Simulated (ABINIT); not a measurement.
Entries from a set of simulations; values are calculated unless marked as measured.

```json
{"subject": "A GW chain in ABINIT: MgO (Fm-3m)", "lattice_ang": [[-0.0, 2.097, 2.097], [2.097, 0.0, 2.097], [2.097, 2.097, 0.0]], "atoms": [["Mg", 0.0, 0.0, 0.0], ["O", 0.5, 0.5, 0.5]], "method": "RPA screening on PBE, plane waves, norm-conserving pseudopotentials (and 2 further levels or steps)", "program": "ABINIT 10.8.3", "settings": "cutoff 38 Ha, PseudoDojo scalar-relativistic 0.4.1 standard, norm-conserving, ngkpt (6, 6, 6), nband 144, ecuteps 9.6 Ha, inclvkb 2, shiftk (0, 0, 0), symchi 1, awtr 1, frequency ppm, 6×6×6 k-mesh", "cost": "5 runs, 67 s in all on 8 MPI ranks of Intel Xeon Platinum 8488C (Sapphire Rapids), shared host", "notes": "The cell and positions are those that the Materials Project relaxed with its own functionals (PBE, PBE+U or r2SCAN), kept fixed.", "results": {"pbe_gap": "4.89 eV, direct", "g0w0_gap_on_the_mesh": "7.25 eV", "gw_settings": "6×6×6 mesh, 144 bands, screening to 261.2 eV, Godby-Needs plasmon pole", "known_limits": "short of the basis limit"}}
```

[Long decimals in the printed logs are rounded to 6 places.]

[Logs are printed without paths, hosts, clocks, repeated set-up lines and the standing remarks that a program may print on its own settings, such as how far it seeks lower states.]

[Paths, hosts, dates, memory and timing lines, banners, echoed tables and standing remarks are left out of the program output; an Ansatz launch command may be rebuilt from the run's recorded settings. Measured values are a selection of at most five: reports struck by readers or far from the other reports are left out. None is set beside runs whose start may be inverted or whose files or cutoffs have a known fault.]

[Runs of the session that timed out or met a known fault of the program may be left out.]

[Hosts, paths, dates, database ids (printed as entryN), source tags and the programs' standing remarks are cut or masked in the printed files.]

[G0W0 gaps are taken among the corrected bands and points alone; a level outside them can change the order at an edge.]

[Where Ansatz stands beside ABINIT at settings called matched, ABINIT's density can come from a denser mesh and the files from another edition; pairs whose starting gaps differed by over 0.03 eV were left out, so agreement reads better than it is.]
